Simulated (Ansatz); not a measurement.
# Se on Ta(110): change of the work function, part 3 of 3

How does Se on the hollow site change the work function of Ta(110) as the layer fills?

Ansatz 0.2.0; plane-wave DFT, PBE, Ansatz PAW.

So far, work function, upper face (eV): step 2 (the clean slab) 4.77; step 3 (17 atoms, coverage 0.25 ML, cell 2x2) 4.84.

**4. Adsorbate added, k-mesh 12×12×1, coverage 1 ML**

System of this step: Se/Ta(110). The cell holds 5 atoms: 4 Ta and 1 Se. Cell: a = 2.867 Å, b = 2.867 Å, c = 27.460 Å, α = 90.0°, β = 90.0°, γ = 70.5°. Vacuum lies along c.

Another coverage, to see how the dipoles act on each other as their distance changes.

Contents of input.yaml:

```yaml
crystal:
  lattice:
    - [2.3405234457, -1.655, 0.0]
    - [2.3405234457, 1.655, 0.0]
    - [0.0, 0.0, 27.4604677894]
  atoms:
    - { symbol: Ta, position: [0.0, 0.0, 0.3277438705] }
    - { symbol: Ta, position: [0.5, 0.5, 0.4129763387] }
    - { symbol: Ta, position: [0.0, 0.0, 0.4982961445] }
    - { symbol: Ta, position: [0.5, 0.5, 0.5802085131] }
    - { symbol: Se, position: [0.84, 0.84, 0.6722561295] }
kpoints:
  mp_grid: { grid: [12, 12, 1] }
hamiltonian:
  xc: pbe
scf:
  occupations: { method: fermi_dirac, width: 0.1 }
  convergence: { dr2_threshold: 1.0e-08 }
efield:
  axis: 3
  dipole_correction: true
  ramp_position: 0.97
  ramp_width: 0.06
relax:
  f_tol: 0.02
  max_steps: 60
  constraints: [{ sites: [0, 1] }]
output:
  write_potential: true
  write_density: true
  volumetric_format: npy
```

On the command line:

```
$ ansatz run input.yaml --threads 4 --pin off --max-ram 6144MiB --backend cpu --events-out ev --progress --plain --runs-dir out
```

Numbers of over 12 decimals in the logs are rounded to 6 here.

The program printed:

```text
[...]
Crystal: 5 atoms, lattice volume = 212.740 Å³
Basis set: ecut = 420 eV, 4177 PW (Γ), exchange–correlation on 40×40×384 points (8 copies of the dense FFT grid, shifted against one another)
Bands: 41, of which v1, the nominal top of the filled ones, is band 34 counted from 1 (33 counted from 0)
Symmetry: 2 space group operations
[...]
k-points: 43 of 144 (time reversal used)
[...]
SCF iter   1: F=—  HF=-45196.974374 eV  |F-HF|=—  |Δ(HF+E_count)|=         —  Δρ=6.21e-3  dr2=2.13e0  ethr=1.77e-3  p=0.008 e·Å  D=7.05e-3 V/Å  ΔV_dip=-0.19 eV  dr2_dipole=1.70e-1  V_vac-E_F(+/−)=4.79/4.98 eV  ⟨swp⟩=8.0  Hψ=8192  notcnv=0
[...]
SCF iter   9: F=-45196.907148 eV  HF=-45196.907148 eV  |F-HF|=3.20e-9  |Δ(HF+E_count)|=   1.08e-8  Δρ=5.44e-7  dr2=7.96e-10  ethr=1.47e-11  p=0.024 e·Å  D=2.08e-2 V/Å  ΔV_dip=-0.57 eV  dr2_dipole=8.61e-11  V_vac-E_F(+/−)=4.21/4.78 eV  ⟨swp⟩=10.4  Hψ=12066  notcnv=0
SCF 1 converged in 9 iterations: F = -45196.907148 eV  dr2 = 7.96e-10
[...]
relax step   1: F+E_penalty+E_count = -45196.90714831 eV  Δ(F+E_penalty+E_count) = +0.000e0 eV  max|allowed force component| = 1.837e0 eV/Å  Δτ_max = 0.0000 Å  (9 SCF iters, accepted)
[...]
SCF iter   9: F=-45197.391181 eV  HF=-45197.391181 eV  |F-HF|=4.02e-9  |Δ(HF+E_count)|=   5.11e-8  Δρ=8.19e-7  dr2=1.81e-9  ethr=1.47e-11  p=0.032 e·Å  D=2.73e-2 V/Å  ΔV_dip=-0.75 eV  dr2_dipole=1.94e-11  V_vac-E_F(+/−)=4.03/4.78 eV  ⟨swp⟩=10.6  Hψ=12727  notcnv=0
SCF 2 converged in 9 iterations: F = -45197.391181 eV  dr2 = 1.81e-9
relax step   2: F+E_penalty+E_count = -45197.39118110 eV  Δ(F+E_penalty+E_count) = -4.840e-1 eV  max|allowed force component| = 6.859e-1 eV/Å  Δτ_max = 0.1964 Å  (9 SCF iters, accepted)
[...]
SCF iter   9: F=-45197.446124 eV  HF=-45197.446124 eV  |F-HF|=2.35e-9  |Δ(HF+E_count)|=   1.30e-8  Δρ=5.05e-7  dr2=1.13e-9  ethr=1.47e-11  p=0.027 e·Å  D=2.26e-2 V/Å  ΔV_dip=-0.62 eV  dr2_dipole=7.50e-12  V_vac-E_F(+/−)=4.15/4.77 eV  ⟨swp⟩=10.0  Hψ=11386  notcnv=0
SCF 3 converged in 9 iterations: F = -45197.446124 eV  dr2 = 1.13e-9
relax step   3: F+E_penalty+E_count = -45197.44612379 eV  Δ(F+E_penalty+E_count) = -5.494e-2 eV  max|allowed force component| = 5.646e-1 eV/Å  Δτ_max = 0.1948 Å  (9 SCF iters, accepted)
[...]
relax step   4: F+E_penalty+E_count = -45197.46885262 eV  Δ(F+E_penalty+E_count) = -2.273e-2 eV  max|allowed force component| = 1.591e-1 eV/Å  Δτ_max = 0.1154 Å  (9 SCF iters, accepted)
[...]
relax step   5: F+E_penalty+E_count = -45197.47585138 eV  Δ(F+E_penalty+E_count) = -6.999e-3 eV  max|allowed force component| = 5.001e-2 eV/Å  Δτ_max = 0.0675 Å  (7 SCF iters, accepted)
SCF iter   1: F=—  HF=-45197.476147 eV  |F-HF|=—  |Δ(HF+E_count)|=         —  Δρ=4.39e-4  dr2=1.02e-3  ethr=1.55e-5  p=0.030 e·Å  D=2.52e-2 V/Å  ΔV_dip=-0.69 eV  dr2_dipole=6.87e-5  V_vac-E_F(+/−)=4.10/4.79 eV  ⟨swp⟩=2.3  Hψ=3192  notcnv=0  defer=2
[...]
SCF iter   7: F=-45197.476042 eV  HF=-45197.476042 eV  |F-HF|=2.15e-9  |Δ(HF+E_count)|=   8.24e-9  Δρ=3.67e-7  dr2=4.68e-10  ethr=1.47e-11  p=0.030 e·Å  D=2.51e-2 V/Å  ΔV_dip=-0.69 eV  dr2_dipole=2.35e-11  V_vac-E_F(+/−)=4.10/4.78 eV  ⟨swp⟩=10.7  Hψ=12942  notcnv=0
SCF 6 converged in 7 iterations: F = -45197.476042 eV  dr2 = 4.68e-10
relax step   6: F+E_penalty+E_count = -45197.47604160 eV  Δ(F+E_penalty+E_count) = -1.902e-4 eV  max|allowed force component| = 2.291e-3 eV/Å  Δτ_max = 0.0116 Å  (7 SCF iters, accepted)
[...]
SCF converged after 7 iterations
Free energy (F): -45197.476042 eV
[...]
Internal energy: -45197.317974 eV  (E = F + TS)
E sigma→0 (E₀):  -45197.397008 eV
Entropy (-TS):   -0.158068 eV (-31.614 meV/atom)
Fermi energy:    5.050101 eV
Dipole field:    D = 0.025120 V/Å  (p = 0.029532 e·Å, saw-weighted, corrected)
Work function:   Φ+ = 4.0951 eV   Φ− = 4.7848 eV
[...]
--- Forces (eV/Å), atoms counted from 1 ---
  atom   1  Ta     0.00916404    -0.00000000     0.33809611
  atom   2  Ta    -0.01165955     0.00000000    -0.33720015
  atom   3  Ta     0.00141105     0.00000000     0.00174406
  atom   4  Ta     0.00075692    -0.00000000    -0.00229065
  atom   5  Se     0.00032969    -0.00000000    -0.00035401
  max |Σ_I F_I| component: 4.64e-6 eV/Å
--- Band table (eV; the first three rows and the last of 43) ---
  k-point 0: bands = [... 30 lower, 4.6942, 4.9358, 5.2409, 5.5380, 5.5644, 5.8695, 6.4169, 6.5571, ... 3 higher]
  k-point 1: bands = [... 30 lower, 4.6057, 4.7043, 5.0988, 5.3547, 5.5961, 5.7275, 6.3102, 6.4895, ... 3 higher]
  k-point 2: bands = [... 30 lower, 4.4008, 4.4779, 4.7465, 5.0131, 5.0937, 5.9143, 6.2359, 6.5459, ... 3 higher]
  k-point 42: bands = [... 30 lower, 3.7490, 4.0424, 4.9162, 5.5551, 6.2744, 6.9789, 7.4217, 7.6262, ... 3 higher]
--- Relaxed structure (6 steps of the walk, 6 accepted, 0 SCFs on fresh bases) ---
  F+E_penalty+E_count = -45197.47604160 eV   max|allowed force component| = 2.291e-3 eV/Å
  atoms:
    - { symbol: Ta, position: [0.0, 0.0, 0.3277438705] }
    - { symbol: Ta, position: [0.500000, 0.500000, 0.4129763387] }
    - { symbol: Ta, position: [-0.000994849, -0.000994849, 0.497442] }
    - { symbol: Ta, position: [0.491600, 0.491600, 0.583032] }
    - { symbol: Se, position: [0.876625, 0.876625, 0.656141] }
```

Elapsed: 42 s, on 4 threads of Intel Xeon Platinum 8488C (Sapphire Rapids), shared host; peak memory 0.73 GiB.

Relaxation path:

```tsv
step	energy less that of the first step (eV)	largest force component (eV/Å)
1	0.0000	1.8368
2	-0.4840	0.6859
3	-0.5390	0.5646
4	-0.5617	0.1591
5	-0.5687	0.0500
6	-0.5689	0.0023
```

The run keeps the 2 symmetry operations that it works with, so distortions that break them were not tested.

The atoms that moved most (Å):

```tsv
atom	dx	dy	dz	length
Se5	0.171	0.000	-0.443	0.475
Ta4	-0.039	0.000	0.078	0.087
Ta3	-0.005	0.000	-0.023	0.024
```

The relaxed structure:

```xyz
5
Lattice="2.3405 -1.6550 0.0000 2.3405 1.6550 0.0000 0.0000 0.0000 27.4605" Properties=species:S:1:pos:R:3
Ta    0.0000    0.0000    9.0000
Ta    2.3405    0.0000   11.3405
Ta   -0.0047    0.0000   13.6600
Ta    2.3012    0.0000   16.0103
Se    4.1035    0.0000   18.0179
```

This step gave:

```
energy at zero smearing        : -45197.3970 eV
work function, upper face      : 4.095 eV
work function, lower face      : 4.785 eV
dipole along the normal        : 0.02953 e·Å
step between the vacuum levels : -0.6898 eV
```

Running mean over 2.341 Å of the planar mean; the ramp of the sawtooth is left out. Electron's electrostatic potential energy less the Fermi level against z:

```tsv
z (Å)	electron's electrostatic potential energy less the Fermi level (eV)
3.5	4.78
4.0	4.78
4.5	4.78
5.0	4.77
5.5	4.73
6.0	4.59
6.5	4.18
7.0	2.95
7.5	-0.262
8.0	-5.20
8.5	-8.89
9.0	-10.1
9.5	-10.1
10.0	-10.1
10.5	-10.0
11.0	-9.99
11.5	-10.0
12.0	-10.1
12.5	-10.1
13.0	-10.1
13.5	-9.99
14.0	-9.96
14.5	-9.96
15.0	-10.0
15.5	-10.3
16.0	-10.8
16.5	-11.4
17.0	-10.2
17.5	-7.49
18.0	-5.22
18.5	-3.49
19.0	-1.16
19.5	1.30
20.0	3.26
20.5	3.92
21.0	4.06
21.5	4.09
22.0	4.09
22.5	4.09
23.0	4.09
23.5	4.10
24.0	4.10
```

The relaxation took 6 steps and lowered the energy by 0.57 eV; the largest force on the free atoms ends at 0.0023 eV/Å.

The covered face has 4.10 eV, -0.67 eV against the clean one; the bare back face has moved by -0.03 eV, a measure of how thin the slab is.

**5. Work function against coverage**

This step: plane-wave DFT, PBE, Ansatz PAW; work function against coverage (Ansatz 0.2.0).

The runs are now put side by side.

Numbers from this step:

- work function of the clean face: 4.767 eV
- largest change of the work function: -0.6718 eV

Table of work function of the covered face by coverage:

```tsv
coverage (adsorbates/nm²)	work function of the covered face (eV)
0.00	4.77
3.23	4.84
12.91	4.10
```

The dipole per adsorbate comes from the change of the cell's dipole. Coverage, by row:

```tsv
coverage (1/nm²)	coverage (ML)	work function (eV)	change (eV)	dipole per adsorbate, positive end outwards (debye)	mean height of the added atoms over the highest substrate atom (Å)
3.227	0.25	4.838	0.07158	-0.071	1.858
12.91	1	4.095	-0.6718	0.131	2.008
```

**6. What came out**

- work function of the clean face: 4.77 eV
- work function at 0.25 ML: 4.84 eV
- work function at 1 ML: 4.10 eV
- dipole per adsorbate at 0.25 ML, positive end outwards: -0.07 D

What this shows: At the lowest coverage Se changes the work function of Ta(110) by under 0.15 eV, within the error of so thin a slab; the largest change, -0.67 eV, comes at higher coverage. At the highest coverage the adsorbates are pressed to about 2.9 Å, closer than unbonded atoms of this kind usually come, so a real layer may not reach it. The slab has 4 layers, at the tabulated experimental lattice constant, one starting site was run, and quantum-size effects of a slab this thin can reach one or two tenths of an eV.

[Logs are printed without paths, hosts, clocks, repeated set-up lines and the standing remarks that a program may print on its own settings, such as how far it seeks lower states.]

[Hosts, paths, dates, database ids (printed as entryN), source tags and the programs' standing remarks are cut or masked in the printed files.]

[Maps of the electrostatic potential energy from Ansatz leave out the sawtooth potential of an applied field or a dipole correction, so their vacuum need not be flat; planar profiles and work functions include it.]
